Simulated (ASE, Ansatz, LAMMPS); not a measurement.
# Localised basis functions on (9,9) carbon nanotube bundle (108 atoms), part 2 of 2

Aim: test how closely localised support functions follow the reference on (9,9) carbon nanotube bundle (108 atoms), and at what cost. A setting counts as converged where the r.m.s. difference of forces stays under 1 % of the r.m.s. force.

Ansatz 0.2.0; Kohn-Sham DFT, PBE+D4, PAW (set soft_2), plane waves.

So far. Step 2 (Plane-wave single point): Löwdin charges run from +0.03 to +0.05 e, about a mean that is the spilled charge alone. Within 0.4 eV of the Fermi level the largest share is C p (100 % of the projected weight).

## Step 3: Local order (continued)

A closer look about C49, which bears the longest force: 13 atoms, nearest first, numbered in the order of the input, with positions taken from that point.

| atom | x | y | z | distance (Å) | bonds | Löwdin charge (e) | Fx | Fy | Fz (eV/Å) |
| --- | --- | --- | --- | --- | --- | --- | --- | --- | --- |
| C49 | 0.00 | 0.00 | 0.00 | 0.00 | 3 | 0.04 | 2.27 | 1.70 | -3.80 |
| C50 | -0.51 | -0.44 | 1.17 | 1.35 | 3 | 0.04 | -1.02 | -0.75 | 1.27 |
| C14 | -0.50 | -0.45 | -1.28 | 1.44 | 3 | 0.04 | 0.41 | 0.82 | 0.66 |
| C48 | 1.26 | 0.74 | -0.04 | 1.46 | 3 | 0.04 | -0.63 | -0.47 | -0.06 |
| C85 | 0.04 | 0.02 | 2.37 | 2.37 | 3 | 0.04 | 0.34 | 0.19 | 2.66 |
| C51 | -1.40 | -1.53 | 1.17 | 2.38 | 3 | 0.04 | -0.66 | -0.71 | 1.60 |
| C15 | -1.41 | -1.52 | -1.26 | 2.43 | 3 | 0.04 | -0.05 | 0.16 | -0.74 |
| C83 | 1.93 | 0.97 | 1.18 | 2.46 | 3 | 0.04 | 0.92 | 0.00 | 0.63 |
| C13 | 0.05 | 0.03 | -2.50 | 2.50 | 3 | 0.04 | -0.97 | -0.66 | 0.03 |
| C47 | 1.95 | 0.98 | -1.27 | 2.53 | 3 | 0.04 | -1.56 | -0.27 | 0.80 |
| C52 | -1.75 | -2.14 | -0.06 | 2.76 | 3 | 0.04 | -0.26 | -0.13 | 1.22 |
| C84 | 1.28 | 0.71 | 2.41 | 2.82 | 3 | 0.04 | -0.60 | 0.16 | 0.13 |
| C12 | 1.26 | 0.74 | -2.47 | 2.87 | 3 | 0.04 | 0.68 | 0.22 | -1.81 |

The column of bonds counts only the pairs C-C within 1.85 Å; other neighbours, such as metal atoms beside each other in a compound, aren't counted, and periodic images can show an atom twice.

## Step 4: Support functions medium

The cell is solved in localised support functions. The level medium gives here a grid of 72×72×36 points and a radius of 3.52 Å.

This step: Kohn-Sham DFT, PBE+D4, PAW (set soft_2), localised support functions (medium) (Ansatz 0.2.0).

File input.yaml:

```yaml
crystal:
  lattice:
    - [15.50642, 0.0, 0.0]
    - [-7.75321, 13.42896, 0.0]
    - [0.0, 0.0, 7.38]
  atoms:
    [... the 108 atom lines of step 2 ...]
kpoints:
  mp_grid: { grid: [1, 1, 2] }
hamiltonian:
  xc: pbe
  dispersion: d4
scf:
  occupations: { method: gaussian, width: 0.025 }
  eigensolver: { kind: { support_functions: { accuracy: medium } } }
  max_iter: 150
output:
  forces: true
  eigenvalues: true
```

On the command line:

```
$ ansatz run input.yaml --threads 8 --pin off --max-ram 15872MiB --backend cpu --events-out ev --progress --plain --runs-dir out
```

Numbers of over 12 decimals in the logs are rounded to 6 here.

Log:

```text
Warning: scf.eigensolver.kind.support_functions: disabling space-group detection — the functions' gradient is summed over unrotated k-points, so no spatial operation reduces the k-mesh or symmetrises the density; time reversal is kept, so that k and −k are solved as one point where they differ and the mesh holds both, and exact exchange and, on two spinor components, a DFT+U term hold to it where the run has them: [...]
settings of this run that can trade accuracy for cost: scf.eigensolver.kind.support_functions [...]
[...]
Crystal: 108 atoms, lattice volume = 1536.775 Å³
Basis set: ecut = 420 eV, 30037 PW (Γ), exchange–correlation on 216×216×100 points (8 copies of the dense FFT grid, shifted against one another)
Bands: 260, of which v1, the nominal top of the filled ones, is band 216 counted from 1 (215 counted from 0)
Symmetry: 1 space group operations
k-points: 2
[...]
Eigensolver: Support functions (medium, 72×72×36 points, laid for a spacing of at most 0.228497 Å, radius 3.521297 Å, 36 sites without an atom, 1 species' potentials softened for the grid, 1 wholly corrected for its errors in the mean over positions, 1 with the egg-box correction, energy correction by stochastic trace)
[...]
SCF iter   1: F=—  HF=-27130.568663 eV  |F-HF|=—  |Δ(HF+E_count)|=         —  Δρ=8.37e-2  dr2=1.06e2  ethr=1.00e-1
[...]
SCF iter  13: F=-27107.174967 eV  HF=-27107.174968 eV  |F-HF|=3.81e-7  |Δ(HF+E_count)|=   1.95e-7  Δρ=3.98e-6  dr2=8.23e-7  ethr=6.82e-10
SCF 1 converged in 13 iterations: F = -27107.181024 eV  dr2 = 8.23e-7
[...]
SCF converged after 13 iterations
Stability not checked: this state was not tested for a lower state beside it, because the mixer in use, unlike msr1, does not test its closes by its own steps (another_mixer; see scf.mixing.algorithm and scf.lower_state_search)
Free energy (F): -27107.181024 eV
[...]
Internal energy: -27107.176338 eV  (E = F + TS)
E sigma→0 (E₀):  -27107.178681 eV
Entropy (-TS):   -0.004685 eV (-0.043 meV/atom)
Fermi energy:    2.693007 eV
[...]
--- Forces (eV/Å), atoms counted from 1 ---
  atom   1  C      0.09878605     1.85544352    -0.28221461
  atom   2  C     -0.17111610    -0.83337032     1.34373842
  atom   3  C      0.71424024     0.02460629    -1.32037227
  atom   4  C     -0.99753860     1.13163828     2.16657627
  atom   5  C      0.39307510    -0.52436447    -1.13676793
  atom   6  C      0.27497481    -0.01930799     0.21202929
  atom   7  C      1.01843352     0.23277826    -1.29372692
  atom   8  C     -0.64766621     0.24483709    -0.05721140
  atom   9  C      0.52089399     0.15276531    -0.36713558
  atom  10  C     -0.71779834     0.24236032     0.59289999
  atom  11  C     -0.11097076    -0.09594218     0.25259930
  atom  12  C      0.67665241     0.22029157    -1.80470250
  atom  13  C     -0.96891841    -0.66002817     0.03304088
  atom  14  C      0.41146148     0.81874994     0.65882920
[...]
atom 107  C     -0.11320856     0.67442158     2.96973275
  atom 108  C      0.96798878     1.93115798    -2.24300381
  max |Σ_I F_I| component: 1.52e-3 eV/Å
--- Band table (eV) ---
[...]
```

Elapsed: 1.8 min, on 8 threads of Arm Neoverse N1, shared host; peak memory 3.5 GiB; 14 min of CPU time.

The program notes that the band table was not solved further than the SCF left it and it switched symmetry off.

Keys that differ from the reference: support_functions.accuracy = "medium" and scf.max_iter = 150.

Forces differ from the reference by 1.0 meV/Å r.m.s., 0.094 % of their size, well within a tolerance of 1 %; the energy by -3.7 meV/atom. It took 1.8 min and 13 cycles; the reference's time can't be set against it, since the two runs asked for unlike analyses.

## Step 5: The ladder side by side

Each row is set against the plane-wave reference (Kohn-Sham DFT, PBE+D4, PAW (set soft_2), plane waves; r.m.s. force component 1.08 eV/Å). Energies are set beside the reference only for runs with its functional, potentials and electron count. Times are for 8 threads of Arm Neoverse N1, shared host. The reference's time includes the DOS, the stress and grids, which some other runs skip.

| run | Δ force, r.m.s. (meV/Å) | share of r.m.s. force (%) | Δ energy (meV/atom) | cycles | time | host memory (GiB) |
| --- | --- | --- | --- | --- | --- | --- |
| reference | - | - | - | 11 | 59 s | 4.8 |
| support functions medium | 1.02 | 0.0941 | -3.69 | 13 | 1.8 min | 3.5 |

## Step 6: Summary of results

```json
{
  "free energy per atom": "-250.9887 eV/atom",
  "density": "1.402 g/cm³",
  "pressure": "1.526 GPa",
  "r.m.s. force component": "1.082 eV/Å",
  "wall time of the 2 DFT runs": "2.8 min"
}
```

In words: Against plane waves at 420 eV, the forces differ by 1.0 meV/Å (0.094 %) with support functions medium. At 108 atoms the run with support functions medium takes roughly 1.8 times the time of plane waves (whose run also made extra analyses, so the like-for-like ratio is larger), in 13 SCF cycles against 11. Differences between support functions and plane waves include what basis error the plane-wave run still has.

No gap is quoted: a carbon tube of such indices can be metallic, and the k-points needn't hold the crossing of its bands. With the cutoffs above, all C atoms have 3 bonded neighbours.

**Limits.** The geometry was built by rule, was displaced at random and isn't relaxed at this level: its force components are 1.1 eV/Å r.m.s. The pressure of 1.5 GPa belongs to a cell and atoms that aren't relaxed at this level.

[Logs are printed without paths, hosts, clocks, repeated set-up lines and the standing remarks that a program may print on its own settings, such as how far it seeks lower states.]

[Hosts, paths, dates, database ids (printed as entryN), source tags and the programs' standing remarks are cut or masked in the printed files.]
